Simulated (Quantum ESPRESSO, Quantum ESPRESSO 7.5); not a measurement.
## Work function and surface energy of Zr(0001) against thickness

Aim: how the work function and the surface energy of Zr(0001) settle with the number of layers.

Calculated with Quantum ESPRESSO 7.5; plane-wave DFT, PBE, GBRV ultrasoft pseudopotentials.

The experiments to compare with:

For Zr (polycrystalline sample, no single face), “Anisotropic work function of elemental crystals” (2019, arxiv:1902.07811) quotes earlier work: work function, loosely compared (polycrystalline sample, no single face) 4.05 eV.

The raw output is cut from this account; settings, times and results stay.

### Step 1. Set-up

The cell holds 8 atoms: 8 Zr. Cell: a = 3.230 Å, b = 3.230 Å, c = 33.009 Å, α = 90.0°, β = 90.0°, γ = 60.0°. It derives from Zr. Vacuum lies along c.

Structure file:

```
Zr
1.0
     3.23000    0.00000    0.00000
     1.61500    2.79726    0.00000
     0.00000    0.00000   33.00887
Zr
8
Direct
  0.66667 0.66667 0.22721
  0.00000 0.00000 0.30515
  0.66667 0.66667 0.38309
  0.00000 0.00000 0.46103
  0.66667 0.66667 0.53897
  0.00000 0.00000 0.61691
  0.66667 0.66667 0.69485
  0.00000 0.00000 0.77279
```

### Step 2. Running the series

ASE writes the inputs, starts pw.x and reads the results. Under ESM bc1 the zero of energy of a symmetric slab is the vacuum, so the work function is minus the Fermi level.

Contents of run.py:

```python
import json
import numpy as np
from ase.build import hcp0001
from ase.calculators.espresso import Espresso, EspressoProfile

profile = EspressoProfile(command='mpirun -n 4 pw.x -nk 4', pseudo_dir='../pseudo')
pseudopotentials = {'Zr': 'zr_pbe_v1.uspp.F.UPF'}
system = {'ecutwfc': 40, 'ecutrho': 200, 'occupations': 'smearing', 'smearing': 'mv', 'degauss': 0.02}


def calculator(name, kpts, **extra):
    data = dict(control=dict(tprnfor=True, verbosity='high', disk_io='none'),
                system=system | extra,
                electrons=dict(conv_thr=1e-07, mixing_beta=0.4, mixing_mode='local-TF',
                               electron_maxstep=100))
    return Espresso(profile=profile, directory=name, pseudopotentials=pseudopotentials, kpts=kpts, input_data=data)


def centre(atoms):
    z = atoms.positions[:, 2]
    atoms.positions[:, 2] -= (z.max() + z.min()) / 2  # ESM wants the slab about z = 0
    return atoms


rows = []
for n in [2, 4, 6, 8]:
    slab = centre(hcp0001('Zr', size=(1, 1, n), a=3.23, c=5.14539, vacuum=7.5, periodic=True))
    slab.set_initial_magnetic_moments([0.0] * n)
    slab.calc = calculator(f'n{n}', (12, 12, 1), assume_isolated='esm', esm_bc='bc1')
    energy = slab.get_potential_energy()
    work = -slab.calc.get_fermi_level()
    force = slab.get_forces()[-1, 2]
    rows.append([n, energy, work, force])
    print(f'{n} layers: E = {energy:.5f} eV, work function {work:.3f} eV, force on the top atom {force:+.3f} eV/A')

n, energy = np.array(rows)[:, :2].T
slope, offset = np.polyfit(n[1:], energy[1:], 1)
area = np.linalg.norm(np.cross(*slab.cell[:2]))
gamma = offset / (2 * area) * 16.0218
print(f'bulk energy from the slope {slope:.5f} eV an atom; unrelaxed surface energy {gamma:.3f} J/m^2')
json.dump(dict(rows=rows, slope=slope, gamma=gamma), open('result.json', 'w'))
```

Started as:

```sh
OMP_NUM_THREADS=1 python run.py
```

Run time: 8.6 min. Hardware: 4 MPI ranks of Arm Neoverse V2, shared host; peak memory 1 GiB; 34 min of CPU time.

This step gave:

* surface energy: 1.706 J/m²
* work function of the thickest slab: 4.180 eV

The work function by layers:

```csv
layers,work function (eV)
2.00,4.24
4.00,4.17
6.00,4.18
8.00,4.18
```

Force on the top atom along the normal against layers:

```csv
layers,force on the top atom along the normal (eV/Å)
2.00,-0.910
4.00,-0.429
6.00,-0.460
8.00,-0.470
```

Energy less the bulk line's slope against layers:

```csv
layers,energy less the bulk line's slope (meV)
2.00,1870
4.00,1926
6.00,1920
8.00,1926
```

### Step 3. The script: LDA, GBRV ultrasoft

Level of this step: plane-wave DFT, LDA, GBRV ultrasoft pseudopotentials (Quantum ESPRESSO 7.5).

run.py is the input of step 2 with these lines changed:

```diff
@@ -6,3 +6,3 @@
 profile = EspressoProfile(command='mpirun -n 4 pw.x -nk 4', pseudo_dir='../pseudo')
-pseudopotentials = {'Zr': 'zr_pbe_v1.uspp.F.UPF'}
+pseudopotentials = {'Zr': 'zr_lda_v1.uspp.F.UPF'}
 system = {'ecutwfc': 40, 'ecutrho': 200, 'occupations': 'smearing', 'smearing': 'mv', 'degauss': 0.02}
```

Started as:

```sh
OMP_NUM_THREADS=1 python run.py
```

It took 7.4 min on 4 MPI ranks; peak memory 1 GiB.

Numbers from this step:

```
surface energy                     : 1.968 J/m²
work function of the thickest slab : 4.390 eV
```

The work function by layers:

```csv
layers,work function (eV)
2.00,4.45
4.00,4.38
6.00,4.39
8.00,4.39
```

Table of force on the top atom along the normal by layers:

```csv
layers,force on the top atom along the normal (eV/Å)
2.00,-1.28
4.00,-0.787
6.00,-0.835
8.00,-0.851
```

Table of energy less the bulk line's slope by layers:

```csv
layers,energy less the bulk line's slope (meV)
2.00,2170
4.00,2221
6.00,2215
8.00,2221
```

### Step 4. Worked from the printed numbers

γ = (E_N − N e_bulk)/(2A). The excess of the thickest slab is 1.926 eV and A = 9.035 Å²: 1.926/(2 × 9.035) × 16.02 = 1.71 J/m² (1 eV/Å² = 16.02 J/m²); the fit's intercept gives 1.71.

### Step 5. What came out

```json
{
  "work function of the thickest slab, PBE, GBRV ultrasoft": "4.18 eV",
  "unrelaxed surface energy, PBE, GBRV ultrasoft": "1.71 J/m²",
  "work function of the thickest slab, LDA, GBRV ultrasoft": "4.39 eV",
  "unrelaxed surface energy, LDA, GBRV ultrasoft": "1.97 J/m²"
}
```

The thickest slab gives a work function of 4.18 eV and the series an unrelaxed surface energy of 1.71 J/m² (PBE, GBRV ultrasoft). The work function swings by 0.07 eV over 2 to 8 layers and by 0.00 eV over the last step; confined states crossing the Fermi level and the finite mesh both contribute. From 2 layers on it stays within 0.1 eV. The force on the top atom of the thickest slab points inwards (0.47 eV/Å). The slabs are cut from the bulk at the tabulated lattice constant and not relaxed; the surface energy comes from a straight line through the energies of all but the thinnest slab.

Comparison with the measured values:

| quantity | measured | PBE, GBRV | LDA, GBRV |
| --- | --- | --- | --- |
| work function, loosely compared (polycrystalline sample, no single face) (eV) | 4.05 | 4.18 (+0.13 eV) | 4.39 (+0.34 eV) |

Measured values from arxiv:1902.07811 (2019).

Verdict: For the work function of the polycrystal, of the levels listed nearest comes PBE, GBRV (+0.13 eV) and farthest LDA, GBRV (+0.34 eV). For work function of the polycrystal the calculation has a static lattice, without zero-point motion or thermal motion. A polycrystal averages over faces, so this is a loose comparison.

[Long decimals in the printed logs are rounded to 6 places.]

[Logs are printed without paths, hosts, clocks, repeated set-up lines and the standing remarks that a program may print on its own settings, such as how far it seeks lower states.]

[Hosts, paths, dates, database ids (printed as entryN), source tags and the programs' standing remarks are cut or masked in the printed files.]

[Maps of the electrostatic potential energy from Ansatz leave out the sawtooth potential of an applied field or a dipole correction, so their vacuum need not be flat; planar profiles and work functions include it.]
